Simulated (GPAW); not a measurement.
# Ballistic transport through an Ir chain with a Pd atom on top of one atom, from relaxation to T(E), part 2 of 2

Aim: the conductance of an Ir chain with a Pd atom on top of one atom after relaxation, and whether geometry, basis or functional moves it most.

GPAW 26.7.0; GPAW LCAO, PAW setups; relaxation of the junction within the symmetry of its start, lead ends held (the session's first sound run).

So far, transmission at the Fermi level (one spin): step 3 (double-zeta polarised basis, PBE, GPAW) 2.94; step 4 (basis szp(dzp), PBE, GPAW) 3.07; step 5 (basis sz(dzp), PBE, GPAW) 3.10; step 6 (LDA) 3.00; step 7 (without the relaxation: geometry = "as built", PBE, GPAW) 5.29.

### 9. Comparison

The curves are compared point by point over the common energies.

This step: comparison of transmission and cost over codes, levels and geometry (GPAW 26.7.0).

Ladder, by row:

| step | code | T at the Fermi level (sum over the listed spins) | conductance (G0) | r.m.s. T(E) from the first | wall time (s) | peak memory (GiB) | threads |
| --- | --- | --- | --- | --- | --- | --- | --- |
| dzp | GPAW | 2.939 | 2.886 | 0 | 255.9 | 1.5 | 1 |
| szp | GPAW | 3.065 | 3.003 | 0.2355 | 136.9 | 1.43 | 1 |
| sz | GPAW | 3.101 | 3.04 | 0.2453 | 100.9 | 1.38 | 1 |
| dzp-LDA | GPAW | 2.998 | 2.944 | 0.05334 | 225.4 | 1.5 | 1 |
| asbuilt | GPAW | 5.294 | 5.165 | 1.667 | 252.8 | 1.5 | 1 |

The transmission, zone mean, sum over the listed spins by energy, zero at the Fermi level:

| energy (eV) | dzp | szp | sz | dzp-LDA | asbuilt |
| --- | --- | --- | --- | --- | --- |
| -2.000 | 0.936 | 0.951 | 0.973 | 0.931 | 3.05 |
| -1.800 | 1.01 | 1.03 | 1.09 | 1.03 | 3.00 |
| -1.600 | 1.49 | 1.94 | 1.83 | 1.55 | 2.91 |
| -1.400 | 2.15 | 1.63 | 1.79 | 2.19 | 3.06 |
| -1.200 | 2.20 | 2.18 | 2.26 | 2.17 | 3.61 |
| -1.000 | 2.60 | 2.66 | 2.71 | 2.57 | 3.87 |
| -0.800 | 2.89 | 2.95 | 2.98 | 2.86 | 4.21 |
| -0.600 | 2.84 | 2.97 | 3.05 | 2.85 | 4.80 |
| -0.400 | 3.61 | 4.05 | 4.00 | 3.53 | 5.16 |
| -0.375 | 3.82 | 4.07 | 4.04 | 3.73 | 5.21 |
| -0.325 | 4.00 | 3.85 | 3.88 | 4.05 | 5.28 |
| -0.200 | 3.54 | 3.61 | 3.65 | 3.56 | 5.41 |
| 0.000 | 2.94 | 3.07 | 3.10 | 3.00 | 5.29 |
| 0.200 | 2.01 | 1.93 | 1.86 | 2.00 | 3.80 |
| 0.350 | 2.52 | 2.41 | 2.34 | 2.51 | 3.85 |
| 0.400 | 2.41 | 2.33 | 2.31 | 2.37 | 3.85 |
| 0.600 | 1.66 | 1.59 | 1.59 | 1.61 | 3.81 |
| 0.800 | 1.29 | 1.26 | 1.27 | 1.26 | 3.63 |
| 1.000 | 1.15 | 1.17 | 1.17 | 1.15 | 2.95 |
| 1.200 | 1.17 | 1.24 | 1.23 | 1.21 | 2.89 |
| 1.400 | 1.37 | 1.49 | 1.45 | 1.42 | 2.80 |
| 1.575 | 1.49 | 1.62 | 1.55 | 1.49 | 2.69 |
| 1.600 | 1.49 | 1.61 | 1.54 | 1.49 | 2.68 |
| 1.800 | 1.27 | 1.41 | 1.30 | 1.23 | 2.55 |
| 2.000 | 0.468 | 0.528 | 0.585 | 0.588 | 0.988 |

### 10. A varied run

One more run, with changed settings.

This step: GPAW LCAO, PAW setups; Landauer transmission from Green's functions with principal layers (ASE), zero bias (GPAW 26.7.0).

Input file run.py:

```python
import json
import numpy as np
from ase import Atoms
from ase.transport.calculators import TransportCalculator
from gpaw import GPAW, FermiDirac
from gpaw.lcao.tools import get_lcao_hamiltonian
from scipy.linalg import eigh

# The junction with lead layers at both ends, along the third cell vector
device = Atoms(
    ['Ir', 'Ir', 'Ir', 'Ir', 'Ir', 'Ir', 'Ir', 'Ir', 'Ir', 'Pd', 'Ir', 'Ir', 'Ir', 'Ir', 'Ir', 'Ir', 'Ir', 'Ir'],
    positions=[
        [4.50000, 4.50000, 1.15000],
        [4.50000, 4.50000, 3.45000],
        [4.50000, 4.50000, 5.75000],
        [4.50000, 4.50000, 8.05000],
        [4.50000, 4.50000, 10.35000],
        [4.50000, 4.50000, 12.65000],
        [4.50000, 4.50000, 14.95000],
        [5.23536, 4.50000, 17.29363],
        [4.27871, 4.50000, 19.55000],
        [6.80147, 4.50000, 19.55000],
        [5.23536, 4.50000, 21.80637],
        [4.50000, 4.50000, 24.15000],
        [4.50000, 4.50000, 26.45000],
        [4.50000, 4.50000, 28.75000],
        [4.50000, 4.50000, 31.05000],
        [4.50000, 4.50000, 33.35000],
        [4.50000, 4.50000, 35.65000],
        [4.50000, 4.50000, 37.95000]],
    cell=[[9.0, 0.0, 0.0], [0.0, 9.0, 0.0], [0.0, 0.0, 39.1]],
    pbc=True)

# One principal layer of the lead: the first 5 atoms of the device
lead = Atoms(
    ['Ir', 'Ir', 'Ir', 'Ir', 'Ir'],
    positions=[
        [4.50000, 4.50000, 1.15000],
        [4.50000, 4.50000, 3.45000],
        [4.50000, 4.50000, 5.75000],
        [4.50000, 4.50000, 8.05000],
        [4.50000, 4.50000, 10.35000]],
    cell=[[9.0, 0.0, 0.0], [0.0, 9.0, 0.0], [0.0, 0.0, 11.5]],
    pbc=True)

settings = dict(mode='lcao', basis='dzp', xc='PBE', h=0.2,
                occupations=FermiDirac(0.1), maxiter=60,
                mixer=dict(beta=0.1, nmaxold=8, weight=100.0),
                convergence=dict(density=0.0001))
energies = np.arange(-2, 2 + 1e-9, 0.025)
eta = 0.0001
n1, n2 = 1, 1
# k and -k transmit alike, so half of the mesh across the current serves
mesh = [(i, j) for i in range(n1) for j in range(n2) if (i, j) <= (-i % n1, -j % n2)]
weights = np.array([1 if (i, j) == (-i % n1, -j % n2) else 2 for i, j in mesh]) / (n1 * n2)

# [... helper functions left out ...]
fermi_lead = ground_state(lead, (1, 1, 1), 'lead.txt')
fermi_device = ground_state(device, (1, 1, 2), 'device.txt')
# [... loop over the mesh left out, but for ...]
        # Shift the lead onto the potential of the device's first layer
        shift = ((H[:, 0, 0] - H0[:, 0, 0]) / S0[0, 0]).real.mean()
# [...]
kT = 8.617333e-5 * 300
bias = [0.1, 0.2, 0.5, 1.0, 1.5, 2.0]
# [... integrals and printing left out ...]
```

The run is started by

```sh
$ OMP_NUM_THREADS=1 OPENBLAS_NUM_THREADS=1 python run.py
```

Wall time 4.2 min (1 thread of Arm Neoverse V2, shared host); peak memory 1.5 GiB.

The run finished. A setting was moved off its sound value on purpose, so it serves as a test and not as the result.

The fault put into the input: one k-point along the lead (lead_nz = 1).

The two runs compared:

```
                                           quantity   this run   sound run  difference
                                   conductance (G₀)     2.8499      2.8865     -0.0366
largest coupling past the next principal layer (eV)   1.481e-6    1.484e-6     -3.3e-9
   largest misfit of the first principal layer (eV)    0.11746    0.056295      0.0612
                    shift that aligns the lead (eV)  -0.030678  -0.0050165     -0.0257
         transmission at the Fermi level (one spin)     2.9285      2.9390     -0.0105
```

One result that differs is the largest misfit of the first principal layer, 0.117 eV against 0.0563 eV.

### 11. Outcome

- conductance: 2.89 G₀
- transmission at the Fermi level, mean of the spins: 2.94

What this shows: In the dzp basis the junction conducts 2.89 G₀ at 300 K, with T = 2.94 a spin at the Fermi level; the sz basis reaches that conductance within 10 %. Relaxation moved atoms by up to 0.74 Å and took the conductance from 5.17 to 2.89 G₀, as a ratio a larger change than the step from dzp to the minimal basis. At the Fermi level the three most open eigenchannels pass 1.00, 0.93 and 0.62. Measured against the first run (dzp), the nearest curve is that of dzp-LDA (r.m.s. 0.053) and the farthest that of asbuilt (1.7). Over the compared runs wall time goes from 101 s (sz) to 256 s (dzp), on a shared host. The leads kept an estimated spacing and the cell its length, so the junction may be under some tension or compression. The geometry comes from the orbital basis, which tends to overbind, and kept the symmetry of the start, so a structure of lower symmetry may lie lower. The run had no spin polarisation, so a magnetic state, which chains and small molecules with open shells often have, wasn't tested. Spin-orbit coupling is left out, which matters for the heavy atoms here. An evenly spaced straight chain is an idealisation: free chains tend to dimerise, zigzag or, where a band edge lies near the Fermi level, turn magnetic. The currents use the zero-bias T(E) throughout, which holds only while the bias is small against the distance to the nearest feature. The thermopower isn't quoted: it samples T(E) farther from the Fermi level than the conductance does, and the energy grid wasn't tested for it.

[Logs are printed without paths, hosts, clocks, repeated set-up lines and the standing remarks that a program may print on its own settings, such as how far it seeks lower states.]

[Hosts, paths, dates, database ids (printed as entryN), source tags and the programs' standing remarks are cut or masked in the printed files.]
